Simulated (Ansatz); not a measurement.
## LiMgBN2 (I-4m2): from the cell to its phonons

Task: relax LiMgBN2 (I-4m2), then find its harmonic phonons.

Method: DFT PBEsol, scalar-relativistic, plane waves, PAW, in Ansatz 0.2.0.

## Step 1: Starting point

The structure is tetragonal, space group I-4m2 (No. 119). The conventional cell has a = 3.819 Å, b = 3.819 Å, c = 8.887 Å, α = 90.00°, β = 90.00°, γ = 90.00°. Li has 4 N at 2.10 Å nearest. Nearest to Mg lie 4 N at 2.10 Å. Nearest to B lie 2 N at 1.34 Å. N has 1 B at 1.34 Å and 2 Li at 2.10 Å and 2 Mg at 2.10 Å nearest. Farther neighbours and most contacts between anions are not listed.

Coordinates:

```cif
data_structure
_symmetry_space_group_name_H-M 'I-4m2'
_symmetry_Int_Tables_number 119
_cell_length_a 3.8193
_cell_length_b 3.8193
_cell_length_c 8.8870
_cell_angle_alpha 90.000
_cell_angle_beta 90.000
_cell_angle_gamma 90.000
_cell_volume 129.64
loop_
_atom_site_label
_atom_site_type_symbol
_atom_site_symmetry_multiplicity
_atom_site_Wyckoff_symbol
_atom_site_fract_x
_atom_site_fract_y
_atom_site_fract_z
_atom_site_occupancy
Li1 Li 2 d 0.50000 0.00000 0.25000 1
Mg1 Mg 2 c 0.00000 0.50000 0.25000 1
B1 B 2 b 0.50000 0.50000 0.00000 1
N1 N 4 e 0.50000 0.50000 0.15126 1
```

## Step 2: Bringing the structure to rest

Harmonic phonons are second derivatives at a point where the forces vanish, and they are wanted at zero stress, so atoms and cell are relaxed first.

File input.yaml:

```yaml
crystal:
  lattice:
    - [-1.909656, 1.909656, 4.443522]
    - [1.909656, -1.909656, 4.443522]
    - [1.909656, 1.909656, -4.443522]
  atoms:
    - { symbol: Li, position: [0.25, 0.75, 0.5] }
    - { symbol: Mg, position: [0.75, 0.25, 0.5] }
    - { symbol: B, position: [0.5, 0.5, 0.0] }
    - { symbol: "N", position: [0.6512635, 0.6512635, 0.0] }
    - { symbol: "N", position: [0.3487365, 0.3487365, 0.0] }
kpoints:
  mp_grid: { grid: [8, 8, 8] }
hamiltonian:
  xc: pbesol
scf:
  occupations: { method: gaussian, width: 0.02 }
output:
  forces: true
  stress: true
  eigenvalues: true
relax:
  adjacent_minimum: "off"
  f_tol: 0.005
  max_steps: 80
  cell: { stress_tol: 0.05 }
```

Command:

```sh
> ansatz run input.yaml --threads 4 --pin off --max-ram 7168MiB --backend cpu --events-out ev --progress --plain --runs-dir out
```

Numbers of over 12 decimals in the logs are rounded to 6 here.

What it wrote:

```text
Engine: ansatz 0.2.0, aarch64-unknown-linux-gnu
Pseudopotentials: kind: paw
Pseudopotential: Li, paw, valence charge 3, recommended cutoff 420 eV (normal), Li.paw.azcp
Pseudopotential: Mg, paw, valence charge 10, recommended cutoff 420 eV (normal), Mg.paw.azcp
Pseudopotential: B, paw, valence charge 3, recommended cutoff 420 eV (normal), B.paw.azcp
Pseudopotential: N, paw, valence charge 5, recommended cutoff 420 eV (normal), N.paw.azcp
Functional definition: PBEsol
  exchange = pbesol_x
  correlation = pbesol_c
Crystal: 5 atoms, lattice volume = 64.818 Å³
Basis set: ecut = 420 eV, 1283 PW (Γ), exchange–correlation on 72×72×72 points (8 copies of the dense FFT grid, shifted against one another)
Bands: 18, of which v1, the nominal top of the filled ones, is band 13 counted from 1 (12 counted from 0)
Symmetry: 8 space group operations
Space group: I-4m2 (ITA 119), of the structure as read, at distance tolerance 4.0e-5 Å
k-points: 59 of 512 (time reversal used)
Non-local potential: Li, projectors of the file, l = 0: 3, l = 1: 2, l = 2: 1
Non-local potential: Mg, projectors of the file, l = 0: 3, l = 1: 2, l = 2: 1
Non-local potential: B, projectors of the file, l = 0: 2, l = 1: 2, l = 2: 1
Non-local potential: N, projectors of the file, l = 0: 2, l = 1: 2, l = 2: 1
PAW form: soft (Blöchl's): semilocal exchange-correlation on the pseudo side does not see the compensation charge
PAW frozen core: Mg, regenerated for the run's functional, and the local potential with it (the file was generated under x = pbe(κ = 0.804, μ = 0.219515), c = pbe(β = 0.066725))
PAW frozen core: B, regenerated for the run's functional, and the local potential with it (the file was generated under x = pbe(κ = 0.804, μ = 0.219515), c = pbe(β = 0.066725))
PAW frozen core: N, regenerated for the run's functional, and the local potential with it (the file was generated under x = pbe(κ = 0.804, μ = 0.219515), c = pbe(β = 0.066725))
PAW one-centre angular grid: Li, 110 points (default); XC on 64 Gauss nodes
PAW one-centre angular grid: Mg, 110 points (default); XC on 64 Gauss nodes
PAW one-centre angular grid: B, 110 points (default); XC on 64 Gauss nodes
PAW one-centre angular grid: N, 110 points (default); XC on 64 Gauss nodes
Initial density: superposition of atomic densities (neutral atoms: chi_scale 0, normalization atom), corrected by the library's trained network
Initial wavefunctions: pseudopotential atomic-orbital guess
Functional: x = pbesol(κ = 0.804, μ = 0.123457), c = pbesol(β = 0.046)
SCF iter   1: F=—  HF=-3029.387057 eV  |F-HF|=—  |Δ(HF+E_count)|=         —  Δρ=8.83e-3  dr2=5.38e-2  ethr=1.77e-3  ⟨swp⟩=6.2  Hψ=5549  notcnv=0
preconditioner: auto → none  [insulator: Δε(μ)=2.305 eV  Ē_g=11.974 eV  σ=0.020 eV  W_gap=1.00  n_scr=14 (ndim 8)  ℏωp=18.4 eV  f_vac=0.112  D(μ)=0.00/eV (n_scr^D=0)  ε∞_Penn≈3.4]
SCF iter   2: F=—  HF=-3029.376150 eV  |F-HF|=—  |Δ(HF+E_count)|=   1.09e-2  Δρ=4.37e-3  dr2=1.20e-2  ethr=2.07e-4  ⟨swp⟩=2.0  Hψ=2191  notcnv=0  defer=59
SCF iter   3: F=—  HF=-3029.373235 eV  |F-HF|=—  |Δ(HF+E_count)|=   2.91e-3  Δρ=7.80e-4  dr2=2.83e-4  ethr=4.61e-5  ⟨swp⟩=2.0  Hψ=1705  notcnv=0  defer=59
SCF iter   4: F=—  HF=-3029.373590 eV  |F-HF|=—  |Δ(HF+E_count)|=   3.55e-4  Δρ=2.79e-4  dr2=4.28e-5  ethr=1.09e-6  ⟨swp⟩=2.0  Hψ=1913  notcnv=0  defer=59
SCF iter   5: F=—  HF=-3029.373731 eV  |F-HF|=—  |Δ(HF+E_count)|=   1.41e-4  Δρ=6.12e-5  dr2=2.50e-6  ethr=1.64e-7  ⟨swp⟩=2.0  Hψ=1840  notcnv=0  defer=59
SCF iter   6: F=-3029.373746 eV  HF=-3029.373746 eV  |F-HF|=3.03e-7  |Δ(HF+E_count)|=   1.46e-5  Δρ=7.61e-6  dr2=5.67e-8  ethr=3.85e-10  ⟨swp⟩=7.9  Hψ=5775  notcnv=0
SCF 1 converged in 6 iterations: F = -3029.373746 eV  dr2 = 5.67e-8
  greatest PAW one-centre occupation: 1.000 electrons in one spin orbital (limit 2), on the Mg atom at site 1 (counted from 0), in its partial waves of l = 0
relax step   1: F+E_penalty+E_count = -3029.37374641 eV  Δ(F+E_penalty+E_count) = +0.000e0 eV  max|allowed force component| = 1.152e-1 eV/Å  Δτ_max = 0.0000 Å  P = -1.832 GPa  Ω = 64.818 Å³  (6 SCF iters, dr2 threshold 1.00e-7 eV, accepted)
Crystal: 5 atoms, lattice volume = 63.997 Å³
Basis set: ecut = 420 eV, 1267 PW (Γ), exchange–correlation on 72×72×72 points (8 copies of the dense FFT grid, shifted against one another)
Initial density: handed on by an earlier stage of this run
Initial wavefunctions: those handed on with the density
iter 1 solved again at ethr=1.29e-5 eV; its pass at ethr=3.10e-3 eV (dr2=3.35e-3 eV) is discarded
SCF iter   1: F=—  HF=-3029.384038 eV  |F-HF|=—  |Δ(HF+E_count)|=         —  Δρ=1.75e-3  dr2=3.17e-3  ethr=1.29e-5  ⟨swp⟩=1.0  Hψ=5266  notcnv=0
preconditioner: auto → none  [insulator: Δε(μ)=2.521 eV  Ē_g=12.149 eV  σ=0.020 eV  W_gap=1.00  n_scr=14 (ndim 8)  ℏωp=18.6 eV  f_vac=0.108  D(μ)=0.00/eV (n_scr^D=0)  ε∞_Penn≈3.3]
SCF iter   2: F=—  HF=-3029.383500 eV  |F-HF|=—  |Δ(HF+E_count)|=   5.37e-4  Δρ=1.30e-3  dr2=9.91e-4  ethr=1.22e-5  ⟨swp⟩=2.0  Hψ=1829  notcnv=0
SCF iter   3: F=—  HF=-3029.383253 eV  |F-HF|=—  |Δ(HF+E_count)|=   2.47e-4  Δρ=2.27e-4  dr2=4.69e-5  ethr=3.81e-6  ⟨swp⟩=2.0  Hψ=1482  notcnv=0
SCF iter   4: F=—  HF=-3029.383262 eV  |F-HF|=—  |Δ(HF+E_count)|=   8.80e-6  Δρ=3.67e-5  dr2=1.09e-6  ethr=1.80e-7  ⟨swp⟩=2.3  Hψ=1444  notcnv=0
SCF iter   5: F=-3029.383263 eV  HF=-3029.383263 eV  |F-HF|=5.30e-10  |Δ(HF+E_count)|=   9.16e-7  Δρ=1.21e-5  dr2=1.02e-7  ethr=1.92e-9  ⟨swp⟩=6.4  Hψ=4623  notcnv=0
SCF 2 converged in 5 iterations: F = -3029.383263 eV  dr2 = 1.02e-7
relax step   2: F+E_penalty+E_count = -3029.38326288 eV  Δ(F+E_penalty+E_count) = -9.516e-3 eV  max|allowed force component| = 5.718e-2 eV/Å  Δτ_max = 0.0031 Å  P = -0.902 GPa  Ω = 63.997 Å³  energy of the carried Pulay correction = +1.621e-3 eV  (5 SCF iters, dr2 threshold 5.00e-7 eV, accepted)
Crystal: 5 atoms, lattice volume = 63.193 Å³
Basis set: ecut = 420 eV, 1259 PW (Γ), exchange–correlation on 72×72×72 points (8 copies of the dense FFT grid, shifted against one another)
iter 1 solved again at ethr=1.21e-5 eV; its pass at ethr=3.10e-3 eV (dr2=3.14e-3 eV) is discarded
SCF iter   1: F=—  HF=-3029.388122 eV  |F-HF|=—  |Δ(HF+E_count)|=         —  Δρ=1.70e-3  dr2=2.93e-3  ethr=1.21e-5  ⟨swp⟩=2.0  Hψ=5897  notcnv=0
preconditioner: auto → none  [insulator: Δε(μ)=2.553 eV  Ē_g=12.207 eV  σ=0.020 eV  W_gap=1.00  n_scr=14 (ndim 8)  ℏωp=18.7 eV  f_vac=0.105  D(μ)=0.00/eV (n_scr^D=0)  ε∞_Penn≈3.3]
SCF iter   2: F=—  HF=-3029.387631 eV  |F-HF|=—  |Δ(HF+E_count)|=   4.91e-4  Δρ=1.26e-3  dr2=9.19e-4  ethr=1.13e-5  ⟨swp⟩=2.0  Hψ=1829  notcnv=0
SCF iter   3: F=—  HF=-3029.387402 eV  |F-HF|=—  |Δ(HF+E_count)|=   2.30e-4  Δρ=2.23e-4  dr2=4.33e-5  ethr=3.54e-6  ⟨swp⟩=2.0  Hψ=1481  notcnv=0
SCF iter   4: F=—  HF=-3029.387410 eV  |F-HF|=—  |Δ(HF+E_count)|=   8.05e-6  Δρ=3.68e-5  dr2=1.06e-6  ethr=1.67e-7  ⟨swp⟩=2.4  Hψ=1448  notcnv=0
SCF iter   5: F=-3029.387410 eV  HF=-3029.387410 eV  |F-HF|=8.98e-10  |Δ(HF+E_count)|=   7.05e-7  Δρ=1.24e-5  dr2=9.92e-8  ethr=1.92e-9  ⟨swp⟩=6.3  Hψ=4540  notcnv=0
SCF 3 converged in 5 iterations: F = -3029.387410 eV  dr2 = 9.92e-8
relax step   3: F+E_penalty+E_count = -3029.38741027 eV  Δ(F+E_penalty+E_count) = -4.147e-3 eV  max|allowed force component| = 8.660e-3 eV/Å  Δτ_max = 0.0017 Å  P = +0.034 GPa  Ω = 63.193 Å³  energy of the carried Pulay correction = +3.227e-3 eV  (5 SCF iters, dr2 threshold 5.00e-7 eV, accepted)
[...]
relax step   4: F+E_penalty+E_count = -3029.38737452 eV  Δ(F+E_penalty+E_count) = +3.575e-5 eV  max|allowed force component| = 3.635e-3 eV/Å  Δτ_max = 0.0006 Å  P = -0.000 GPa  Ω = 63.218 Å³  energy of the carried Pulay correction = +3.177e-3 eV  (5 SCF iters, dr2 threshold 8.17e-9 eV, accepted)
[...]
relax step   5: F+E_penalty+E_count = -3029.38446389 eV  Δ(F+E_penalty+E_count) = +2.911e-3 eV  max|allowed force component| = 3.297e-3 eV/Å  Δτ_max = 0.0000 Å  P = -0.072 GPa  Ω = 63.218 Å³  stress off target by 7.91e-2 GPa  SCF on the basis re-selected at this cell (its energy is not comparable with the rows above)  (6 SCF iters)
[...]
relax step   6: F+E_penalty+E_count = -3029.38458442 eV  Δ(F+E_penalty+E_count) = -1.205e-4 eV  max|allowed force component| = 3.445e-2 eV/Å  Δτ_max = 0.0006 Å  P = +0.065 GPa  Ω = 63.156 Å³  energy of the carried Pulay correction = +1.295e-4 eV  (5 SCF iters, dr2 threshold 1.57e-8 eV, rejected (line search))
[...]
relax step   7: F+E_penalty+E_count = -3029.38453975 eV  Δ(F+E_penalty+E_count) = -7.586e-5 eV  max|allowed force component| = 2.862e-4 eV/Å  Δτ_max = 0.0000 Å  P = -0.025 GPa  Ω = 63.186 Å³  energy of the carried Pulay correction = +6.619e-5 eV  (6 SCF iters, accepted)
iter 1 solved again at ethr=3.29e-8 eV; its pass at ethr=3.10e-3 eV (dr2=8.55e-6 eV) is discarded
SCF iter   1: F=—  HF=-3029.384513 eV  |F-HF|=—  |Δ(HF+E_count)|=         —  Δρ=1.28e-6  dr2=2.16e-10  ethr=3.29e-8  ⟨swp⟩=3.6  Hψ=8526  notcnv=0
eigensolver tolerance schedule: the retry pair's looser diagonalisation over-reported the residual by 39581.69 of it (diagonalisation noise at 0.72 of the residual, at the tolerance the schedule requests for it); recorded, not acted on — ethr = c·dr2/N_el stays at c = 1.0e-1
preconditioner: auto → none  [insulator: Δε(μ)=2.534 eV  Ē_g=12.192 eV  σ=0.020 eV  W_gap=1.00  n_scr=14 (ndim 8)  ℏωp=18.7 eV  f_vac=0.109  D(μ)=0.00/eV (n_scr^D=0)  ε∞_Penn≈3.3]
SCF iter   2: F=—  HF=-3029.384517 eV  |F-HF|=—  |Δ(HF+E_count)|=   3.66e-6  Δρ=6.72e-7  dr2=1.32e-10  ethr=1.00e-12  ⟨swp⟩=3.1  Hψ=2539  notcnv=0
SCF iter   3: F=-3029.384517 eV  HF=-3029.384517 eV  |F-HF|=4.50e-11  |Δ(HF+E_count)|=  1.50e-11  Δρ=4.03e-7  dr2=2.30e-11  ethr=1.00e-12  ⟨swp⟩=3.7  Hψ=4460  notcnv=0
SCF 8 converged in 3 iterations: F = -3029.384517 eV  dr2 = 2.30e-11
relax step   8: F+E_penalty+E_count = -3029.38451692 eV  Δ(F+E_penalty+E_count) = +2.283e-5 eV  max|allowed force component| = 2.688e-4 eV/Å  Δτ_max = 0.0000 Å  P = -0.026 GPa  Ω = 63.186 Å³  stress off target by 2.95e-2 GPa  SCF on the basis re-selected at this cell (its energy is not comparable with the rows above)  (3 SCF iters)
basis re-selected at this cell: Δ(F+E_penalty+E_count) = +2.283e-5 eV, ΔP = -0.001 GPa vs the last step (what re-selecting the basis moved, of the pressure what is left beyond the Pulay correction that the steps carried, after the strain that the cell walked since its last selection, with what the two solves' SCF thresholds leave and, on support functions, any second-order correction that the steps lacked; it is no m [...]
SCF converged after 3 iterations
Free energy (F): -3029.384517 eV
Harris-Foulkes:  -3029.384517 eV  (|F-HF|=4.50e-11)
Internal energy: -3029.384517 eV  (E = F + TS)
E sigma→0 (E₀):  -3029.384517 eV
Fermi energy:    4.467531 eV
--- Per-component energies (eV) ---
  E_band       = -473.851681
  E_kinetic    = 409.726042
  E_local      = -2610.213764  (includes V_loc(G=0)·N_el)
  E_nonlocal   = 167.652261
  E_hartree    = 939.547630
  E_xc         = -190.555097
  E_vxc        = -241.271780  (∫ρ·V_xc dr)
  E_paw        = -621.316666  (= ΣΔE_a)
  E_vpaw       = -78.839793  (= ΣTr[D̂ρ^β])
  E_aug_tail   = 0.000221  (compensation charges beyond the density's cutoff)
  E_ewald      = -1124.354915
  E_core_change = 0.129771  (= ΣΔE_core)
  E_smearing   = -0.000000  (= −TS)
  E_closure    = -0.000000  (closes the sum)
  Σ components = -3029.384517   (vs F -3029.384517, Δ=0.00e0)
--- Forces (eV/Å), atoms counted from 1 ---
  atom   1  Li     0.00000000     0.00000000     0.00000000
  atom   2  Mg    -0.00000000     0.00000000     0.00000000
  atom   3  B     -0.00000000     0.00000000     0.00000000
  atom   4  N      0.00000000     0.00000000    -0.00026881
  atom   5  N     -0.00000000     0.00000000     0.00026881
  max |Σ_I F_I| component: 1.73e-17 eV/Å
--- Stress (GPa, compression-positive) ---
       -0.029468       0.000000      -0.000000
        0.000000      -0.029468       0.000000
       -0.000000       0.000000      -0.017708
  P = ⅓ Tr σ = -0.0255 GPa (-0.255 kbar)
--- Band table (eV; the first three rows and the last of 59) ---
  k-point 0: bands = [... 9 lower, 1.0774, 1.0774, 1.7942, 1.7942, 5.7343, 9.1859, 11.0687, 11.0687, ... 1 higher]
  k-point 1: bands = [... 9 lower, 0.7265, 0.9436, 1.7013, 2.0820, 6.4266, 9.6385, 10.5008, 10.5571, ... 1 higher]
  k-point 2: bands = [... 9 lower, 0.1205, 0.6116, 1.4914, 2.4569, 7.6212, 9.9711, 10.0289, 10.9515, ... 1 higher]
  k-point 58: bands = [... 9 lower, 0.2524, 0.2524, 3.2007, 3.2007, 6.6466, 9.6363, 9.7592, 9.7592, ... 1 higher]
--- Relaxed structure (6 steps of the walk, 5 accepted, 2 SCFs on fresh bases) ---
  F+E_penalty+E_count = -3029.38451692 eV   max|allowed force component| = 2.688e-4 eV/Å   (the final SCF, on the basis selected at the relaxed cell)
  cell:  # Å, volume = 63.1859 Å³
    - [-1.889582, 1.889582, 4.424136]
    - [1.889582, -1.889582, 4.424136]
    - [1.889582, 1.889582, -4.424136]
  atoms:
    - { symbol: Li, position: [0.250000, 0.750000, 0.500000] }
    - { symbol: Mg, position: [0.750000, 0.250000, 0.500000] }
    - { symbol: B, position: [0.500000, 0.500000, 0] }
    - { symbol: N, position: [0.651741, 0.651741, 0] }
    - { symbol: N, position: [0.348259, 0.348259, 0] }
```

The job ended after 33 s (4 threads of Arm Neoverse N1, shared host; peak memory 0.46 GiB).

Relaxation path:

```csv
step,energy less that of the first step (eV),largest force component (eV/Å),pressure (GPa),volume (Å³)
1,0.0000,0.1152,-1.83,64.82
2,-0.0095,0.0572,-0.90,64.00
3,-0.0137,0.0087,0.03,63.19
4,-0.0136,0.0036,0.00,63.22
5*,-0.0107,0.0033,-0.07,63.22
6,-0.0108,0.0345,0.06,63.16
7,-0.0108,0.0003,-0.03,63.19
8*,-0.0108,0.0003,-0.03,63.19
```

Relaxation steps marked * repeat the geometry before them on a plane-wave basis chosen anew for their cell, so energy and pressure can jump there. Relaxation step 6 was tried and not accepted.

Forces are held to the 8 operations that the run works with; a distortion that breaks them can't arise in this run.

```csv
"conventional cell, symmetrised",before,after,change
a (Å),3.819,3.779,-1.1 %
b (Å),3.819,3.779,-1.1 %
c (Å),8.887,8.848,-0.4 %
volume (Å³/atom),12.96,12.64,-2.5 %
```

The relaxed structure:

```xyz
5
Lattice="-1.8896 1.8896 4.4241 1.8896 -1.8896 4.4241 1.8896 1.8896 -4.4241" Properties=species:S:1:pos:R:3 pbc="T T T"
Li    1.8896    0.0000    2.2121
Mg    0.0000    1.8896    2.2121
B     0.0000    0.0000    4.4241
N     0.0000    0.0000    5.7668
N     0.0000    0.0000    3.0815
```

This step gave:

| Property | Result |
| --- | --- |
| pressure | -0.02555 GPa |
| gap on the k-mesh | 2.534 eV |
| volume per atom | 12.64 Å³ |
| direct gap on mesh | 3.446 eV |

In this step the volume went from 12.96 to 12.64 Å³/atom.

(Part 1 of 3 ends here.)

[Logs are printed without paths, hosts, clocks, repeated set-up lines and the standing remarks that a program may print on its own settings, such as how far it seeks lower states.]

[Hosts, paths, dates, database ids (printed as entryN), source tags and the programs' standing remarks are cut or masked in the printed files.]
